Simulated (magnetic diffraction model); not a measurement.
## Magnetic neutron pattern of TlCrF3

Space group Pnma (no. 62), a = 5.7760 Å, b = 8.3450 Å, c = 5.8190 Å.

```
site  atom       x       y       z
  4c    Tl  0.0165     3/4  0.9976
  4b    Cr       0     1/2     1/2
  4c     F  0.4962     3/4  0.0420
  8d     F  0.7219  0.0200  0.2668
```

This is a made-up structure (elements placed in a structure type, unrelaxed), so the numbers test the method and describe no known phase.

Only Cr is taken to order (form factors of Cr2+); orders and moment sizes are assumed, and not adapted to the symmetry. Radiation: neutrons of λ = 2.567 Å, 2° to 70°; isotropic B of 0.29 Å² (Tl), 0.46 Å² (Cr) and 0.5 Å² (F). Simulated constant-wavelength pattern: nuclear and magnetic terms add, the magnetic one as |2.695 fm × Σ f S⊥ exp(2πi Q·r) exp(−B s²)|², summed over all Q at one angle with the factor 1/(sin²θ cos θ). For a modulated order the moment at position r is S exp(−2πi k·r) + c.c., with S = m/2 for a sine wave of amplitude m and S = m(u + iv)/2 for moments turning in a plane, u and v being orthogonal unit vectors in it; the phase factor of the sum at Q = H + k is then exp(2πi H·r). Free-ion form factors, Sears's scattering lengths of 1992, no absorption; a label names one of the reflections at its angle. The strongest nuclear line in the range is 100, and lines under 0.2 are left out.

Assume the order k = (1/6 0 0), moments turning in the plane of [100] and [010], 3.26 μB on Cr; signs + at (0, 1/2, 1/2), − at (1/2, 0, 0), + at (1/2, 1/2, 0), − at (0, 0, 1/2).

Q: Where does magnetic intensity appear, and how strong is it?

```
2θ (°)       index  nuclear  magnetic
 18.20   (1/6 1 0)      0.0      41.3
 38.11   (5/6 1 1)      0.0      21.5
 40.83     (1 1 1)      0.8       0.0
 43.87   (7/6 1 1)      0.0      13.7
 51.63  (11/6 1 0)      0.0       3.2
 52.07     (1 2 1)     30.0       0.0
 52.35     (0 0 2)      6.4       0.0
 52.77     (2 0 0)      8.6       0.0
 55.15   (1/6 3 0)      0.0       2.6
 55.89   (1/6 1 2)      0.0       9.5
 56.11     (2 1 0)      0.3       0.0
 59.20     (1 0 2)      1.5       0.0
 59.49     (2 0 1)      3.8       0.0
 60.72  (13/6 1 0)      0.0       2.0
 61.52     (0 3 1)      7.5       0.0
 62.31     (1 1 2)      4.9       0.0
 62.59     (2 1 1)      3.5       0.0
 65.07     (0 2 2)     99.5       0.0
 65.44     (2 2 0)    100.0       0.0
 65.90   (5/6 3 1)      0.0       3.5
 67.78     (1 3 1)      0.9       0.0
 69.97   (7/6 3 1)      0.0       2.9
```

The strongest magnetic line in the range is (1/6 1 0) at 18.20° (41.3). On top of the Lorentz factor, which all lines share, magnetic lines fade with angle because f falls: for Cr2+ it is 0.88, 0.62, 0.37 and 0.09 at sin θ/λ = 0.1, 0.2, 0.3 and 0.5 Å⁻¹, while nuclear lengths stay constant. The order has no net moment.

[Logs are printed without paths, hosts, clocks, repeated set-up lines and the standing remarks that a program may print on its own settings, such as how far it seeks lower states.]
